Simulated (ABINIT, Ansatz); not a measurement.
## K2LiAlF6 (Fm-3m): G0W0 with ABINIT, start to end

Aim: the G0W0 gap of K2LiAlF6 (Fm-3m) on LDA, step by step.

Program: ABINIT 10.8.3. Level of theory: LDA and many-body steps on it, plane waves. Results are calculated unless marked as measured.

### 1. Starting point

Symmetry: Fm-3m, No. 225, cubic system. Conventional cell: a = 7.842 Å, b = 7.842 Å, c = 7.842 Å, α = 90.00°, β = 90.00°, γ = 90.00°. Nearest to K lie 12 F at 2.78 Å. Nearest to Li lie 6 F at 2.11 Å. Al has 6 F at 1.81 Å nearest. Nearest to F lie 1 Al at 1.81 Å and 1 Li at 2.11 Å and 4 K at 2.78 Å. Farther neighbours and most contacts between anions are not listed.

The cell and positions come from the Crystallography Open Database and are kept as given unless a step says otherwise.

### 2. Ground state

This step: ABINIT 10.8.3; DFT, LDA, plane waves, norm-conserving pseudopotentials.

The ground-state density comes first.

run.abi reads:

```
acell 3*1.0 Angstrom
rprim 
  0.000000000000 3.921000000000 3.921000000000
  3.921000000000 0.000000000000 3.921000000000
  3.921000000000 3.921000000000 -0.000000000000
ntypat 4
znucl 19 3 13 9
natom 10
typat 1 1 2 3 4 4 4 4 4 4
xred 
  0.250000000000 0.250000000000 0.250000000000
  0.750000000000 0.750000000000 0.750000000000
  0.500000000000 0.500000000000 0.500000000000
  0.000000000000 -0.000000000000 0.000000000000
  0.768900000000 0.231100000000 0.231100000000
  0.231100000000 0.768900000000 0.231100000000
  0.231100000000 0.768900000000 0.768900000000
  0.768900000000 0.231100000000 0.768900000000
  0.231100000000 0.231100000000 0.768900000000
  0.768900000000 0.768900000000 0.231100000000
pp_dirpath "pseudos"
pseudos "K.upf, Li.upf, Al.upf, F.upf"
ecut 36
ngkpt 4 4 4
nshiftk 1
shiftk 0 0 0
kptopt 1
chksymbreak 0
nband 42
occopt 1
tolvrs 1e-10
nstep 60
prtwf 0
optforces 0
optstress 0
indata_prefix "in"
outdata_prefix "out"
tmpdata_prefix "tmp"
```

Run with:

```bash
> OMP_NUM_THREADS=1 mpirun -n 4 abinit run.abi > log
```

Numbers of over 12 decimals in the logs are rounded to 6 here.

What it wrote:

```text
.Version 10.8.3 of ABINIT. v10.8.2 released Aug 2026.

 Symmetries : space group Fm -3 m (#225); Bravais cF (face-center cubic)
================================================================================
 Values of the parameters that define the memory need of the present run
     intxc =       0    ionmov =       0      iscf =       7    lmnmax =       6
     lnmax =       6     mgfft =      60  mpssoang =       3    mqgrid =    3001
     natom =      10  nloc_mem =       1    nspden =       1   nspinor =       1
    nsppol =       1      nsym =      48    n1xccc =    2501    ntypat =       4
    occopt =       1   xclevel =       1
-    mband =          42        mffmem =           1         mkmem =           2
       mpw =        8424          nfft =      216000          nkpt =           8
================================================================================
  Rough estimation (10% accuracy) of disk space for files :
================================================================================

--------------------------------------------------------------------------------
------------- Echo of variables that govern the present computation ------------
--------------------------------------------------------------------------------
 -outvars: echo values of preprocessed input variables --------
            acell      1.8897261259E+00  1.8897261259E+00  1.8897261259E+00 Bohr

      chksymbreak           0
             ecut      3.60000000E+01 Hartree
-          fftalg         312

              ixc       -1012
              kpt      0.00000000E+00  0.00000000E+00  0.00000000E+00
                       2.50000000E-01  0.00000000E+00  0.00000000E+00
                       5.00000000E-01  0.00000000E+00  0.00000000E+00
                       2.50000000E-01  2.50000000E-01  0.00000000E+00
                       5.00000000E-01  2.50000000E-01  0.00000000E+00
                      -2.50000000E-01  2.50000000E-01  0.00000000E+00
                       5.00000000E-01  5.00000000E-01  0.00000000E+00
                      -2.50000000E-01  5.00000000E-01  2.50000000E-01
         kptrlatt        4    0    0      0    4    0      0    0    4
          kptrlen      4.19151185E+01
P           mkmem           2
            natom          10
            nband          42
            ngfft          60      60      60
             nkpt           8
            nstep          60
             nsym          48
           ntypat           4
              occ      2.000000  2.000000  2.000000  2.000000  2.000000  2.000000
                       2.000000  2.000000  2.000000  2.000000  2.000000  2.000000
                       2.000000  2.000000  2.000000  2.000000  2.000000  2.000000
                       2.000000  2.000000  2.000000  2.000000  2.000000  2.000000
                       2.000000  2.000000  2.000000  2.000000  2.000000  2.000000
                       2.000000  2.000000  2.000000  0.000000  0.000000  0.000000
                       0.000000  0.000000  0.000000  0.000000  0.000000  0.000000
        optforces           0
        optstress           0
            prtwf           0
            rprim      0.0000000000E+00  3.9210000000E+00  3.9210000000E+00
                       3.9210000000E+00  0.0000000000E+00  3.9210000000E+00
                       3.9210000000E+00  3.9210000000E+00 -0.0000000000E+00
          spgroup         225

           tolvrs      1.00000000E-10

             xred      2.5000000000E-01  2.5000000000E-01  2.5000000000E-01
                       7.5000000000E-01  7.5000000000E-01  7.5000000000E-01
[...]
znucl       19.00000    3.00000   13.00000    9.00000

================================================================================

 chkinp: Checking input parameters for consistency.

================================================================================
== DATASET  1 ==================================================================
-   mpi_nproc: 4, omp_nthreads: 1 (-1 if OMP is not activated)

--- !DatasetInfo
iteration_state: {dtset: 1, }
dimensions: {natom: 10, nkpt: 8, mband: 42, nsppol: 1, nspinor: 1, nspden: 1, mpw: 8424, }
cutoff_energies: {ecut:  36.0, pawecutdg:  -1.0, }
electrons: {nelect:   6.60000000E+01, charge:   0.00000000E+00, occopt:   1.00000000E+00, tsmear:   1.00000000E-02, }

 Real(R)+Recip(G) space primitive vectors, cartesian coordinates (Bohr,Bohr^-1):
 R(1)=  0.0000000  7.4096161  7.4096161  G(1)= -0.0674799  0.0674799  0.0674799
 R(2)=  7.4096161  0.0000000  7.4096161  G(2)=  0.0674799 -0.0674799  0.0674799
 R(3)=  7.4096161  7.4096161  0.0000000  G(3)=  0.0674799  0.0674799 -0.0674799
 Unit cell volume ucvol=  8.1361159E+02 bohr^3
 Angles (23,13,12)=  6.00000000E+01  6.00000000E+01  6.00000000E+01 degrees

 getcut: wavevector=  0.0000  0.0000  0.0000  ngfft=  60  60  60
         ecut(hartree)=     36.000   => boxcut(ratio)=   2.11994

--- Pseudopotential description ------------------------------------------------
- K Generated using ONCVPSP code by D. R. Hamann
- 19.00000   9.00000  180309                  znucl, zion, pspdat
12 -1012 2 -1 2170                            pspcod,pspxc,lmax,lloc,mmax
     nproj     2     2     2
  pspatm : epsatm=    8.21740868
         --- l  ekb(1:nproj) -->
[...]
pspatm: atomic psp has been read  and splines computed

[...]
- F Generated using ONCVPSP code by D. R. Hamann
-  9.00000   7.00000  201202                  znucl, zion, pspdat
12 -1012 2 -1 824                             pspcod,pspxc,lmax,lloc,mmax
     nproj     2     2     1
  pspatm : epsatm=    4.94580260
         --- l  ekb(1:nproj) -->
[...]
2   -2.364936
 pspatm: atomic psp has been read  and splines computed

   3.25367968E+03                                ecore*ucvol(ha*bohr**3)
--------------------------------------------------------------------------------

_setup2: Arith. and geom. avg. npw (full set) are    8394.516    8394.487

================================================================================

--- !BeginCycle
iteration_state: {dtset: 1, }
solver: {iscf: 7, nstep: 60, nline: 4, wfoptalg: 0, }
tolerances: {tolvrs: 1.00E-10, }

     iter   Etot(hartree)      deltaE(h)  residm     vres2
 ETOT  1  -217.07043192333    -2.171E+02 1.689E-01 8.947E+02
 ETOT  2  -217.32465862763    -2.542E-01 9.235E-03 4.299E+02
 ETOT  3  -217.47672732317    -1.521E-01 5.633E-03 3.933E+01
 ETOT  4  -217.48294970825    -6.222E-03 6.289E-03 1.066E+00
 ETOT  5  -217.48315679836    -2.071E-04 1.433E-03 1.407E-01
 ETOT  6  -217.48316548266    -8.684E-06 1.255E-03 3.786E-03
 ETOT  7  -217.48316590783    -4.252E-07 8.008E-04 2.018E-04
 ETOT  8  -217.48316591351    -5.682E-09 2.896E-04 1.415E-05
 ETOT  9  -217.48316591520    -1.687E-09 4.604E-04 1.462E-07
 ETOT 10  -217.48316591524    -4.474E-11 2.642E-04 2.663E-09
 ETOT 11  -217.48316591523     9.692E-12 3.180E-04 4.093E-11

 At SCF step   11       vres2   =  4.09E-11 < tolvrs=  1.00E-10 =>converged.

--- !ResultsGS
iteration_state: {dtset: 1, }
comment   : Summary of ground state results
lattice_vectors:
- [  0.0000000,   7.4096161,   7.4096161, ]
- [  7.4096161,   0.0000000,   7.4096161, ]
- [  7.4096161,   7.4096161,  -0.0000000, ]
lattice_lengths: [  10.47878,   10.47878,   10.47878, ]
lattice_angles: [ 60.000,  60.000,  60.000, ] # degrees, (23, 13, 12)
lattice_volume:   8.1361159E+02
convergence: {deltae:  9.692E-12, res2:  4.093E-11, residm:  3.180E-04, diffor:  0.000E+00, }
etotal    :  -2.17483166E+02
entropy   :   0.00000000E+00
fermie    :   1.14303946E-02
cartesian_stress_tensor: null
pressure_GPa: null
xred      :
- [  2.5000E-01,   2.5000E-01,   2.5000E-01,  K]
- [  7.5000E-01,   7.5000E-01,   7.5000E-01,  K]
- [  5.0000E-01,   5.0000E-01,   5.0000E-01, Li]
- [  0.0000E+00,   0.0000E+00,   0.0000E+00, Al]
- [  7.6890E-01,   2.3110E-01,   2.3110E-01,  F]
- [  2.3110E-01,   7.6890E-01,   2.3110E-01,  F]
- [  2.3110E-01,   7.6890E-01,   7.6890E-01,  F]
- [  7.6890E-01,   2.3110E-01,   7.6890E-01,  F]
- [  2.3110E-01,   2.3110E-01,   7.6890E-01,  F]
- [  7.6890E-01,   7.6890E-01,   2.3110E-01,  F]
cartesian_forces: null
force_length_stats: {min: null, max: null, mean: null, }

 Integrated electronic density in atomic spheres:
 ------------------------------------------------
 Atom  Sphere_radius  Integrated_density
[...]
================================================================================

 ----iterations are completed or convergence reached----

 Mean square residual over all n,k,spin=   44.212E-07; max=  31.801E-05
 reduced coordinates (array xred) for   10 atoms
[...]
0.231100000000      0.768900000000      0.231100000000
       0.231100000000      0.768900000000      0.768900000000
       0.768900000000      0.231100000000      0.768900000000
       0.231100000000      0.231100000000      0.768900000000
       0.768900000000      0.768900000000      0.231100000000
 rms dE/dt=  0.0000E+00; max dE/dt=  0.0000E+00; dE/dt below (all hartree)
    1       0.000000000000      0.000000000000      0.000000000000
    2       0.000000000000      0.000000000000      0.000000000000
    3       0.000000000000      0.000000000000      0.000000000000
    4       0.000000000000      0.000000000000      0.000000000000
    5       0.000000000000      0.000000000000      0.000000000000
    6       0.000000000000      0.000000000000      0.000000000000
    7       0.000000000000      0.000000000000      0.000000000000
    8       0.000000000000      0.000000000000      0.000000000000
    9       0.000000000000      0.000000000000      0.000000000000
   10       0.000000000000      0.000000000000      0.000000000000

 cartesian coordinates (angstrom) at end:
[...]
6      3.921000     1.812286     3.921000
    7      6.029714     3.921000     3.921000
    8      3.921000     6.029714     3.921000
    9      3.921000     3.921000     1.812286
   10      3.921000     3.921000     6.029714
 length scales=  1.889726125908  1.889726125908  1.889726125908 bohr
              =  1.000000000000  1.000000000000  1.000000000000 angstroms
 prteigrs : about to open file out_EIG
 Fermi (or HOMO) energy (hartree) =   0.01143   Average Vxc (hartree)=  -0.38428
 Eigenvalues (hartree) for nkpt=   8  k points:
 kpt#   1, nband= 42, wtk=  0.01563, kpt=  0.0000  0.0000  0.0000 (reduced coord)
  -1.47234   -0.90852   -0.90512   -0.73273   -0.70602   -0.70602   -0.70602   -0.69362
  -0.69362   -0.31849   -0.31849   -0.31849   -0.30956   -0.30956   -0.30956   -0.16179
  -0.10131   -0.10131   -0.10131   -0.06106   -0.06106   -0.06106   -0.03642   -0.03642
  -0.01619   -0.01619   -0.01619   -0.00488   -0.00488   -0.00488    0.01143    0.01143
   0.01143    0.28901    0.38000    0.38000    0.38932    0.38932    0.38932    0.46706
   0.46706    0.46707
 prteigrs : prtvol=0 or 1, do not print more k-points.

--- !EnergyTerms
iteration_state     : {dtset: 1, }
comment             : Components of total free energy in Hartree
kinetic             :  1.24008732237458E+02
hartree             :  5.59684461150255E+01
xc                  : -4.78923389127444E+01
Ewald energy        : -1.49370855148733E+02
psp_core            :  3.99905769513063E+00
local_psp           : -1.92237349930554E+02
non_local_psp       : -1.19588579708150E+01
total_energy        : -2.17483165915232E+02
total_energy_eV     : -5.91801842971814E+03
band_energy         : -2.04502171281384E+01

== END DATASET(S) ==============================================================
================================================================================

 -outvars: echo values of variables after computation  --------
           etotal     -2.1748316592E+02
            nband          42
             nkpt           8
          spgroup         225
 [... the other variables as echoed above ...]

 Calculation completed.
```

Elapsed: 77 s, on 4 MPI ranks of Arm Neoverse N1, shared host; peak memory 0.49 GiB.

Numbers from this step:

```
total energy               : -5918.0184 eV
gap                        : 7.553 eV
k of the valence top       : 0, 0, 0
k of the conduction bottom : 0, 0, 0
least direct gap           : 7.553 eV
```

The gap is direct, at Γ.

(Continued in part 2 of 3.)

[Paths, hosts, dates, memory and timing lines, banners, echoed tables and standing remarks are left out of the program output.]

[Logs are printed without paths, hosts, clocks, repeated set-up lines and the standing remarks that a program may print on its own settings, such as how far it seeks lower states.]

[Runs of the session that timed out or met a known fault of the program may be left out.]

[Hosts, paths, dates, database ids (printed as entryN), source tags and the programs' standing remarks are cut or masked in the printed files.]

[G0W0 gaps are taken among the corrected bands and points alone; a level outside them can change the order at an edge.]

[Where Ansatz stands beside ABINIT at settings called matched, ABINIT's density can come from a denser mesh and the files from another edition; pairs whose starting gaps differed by over 0.03 eV were left out, so agreement reads better than it is.]
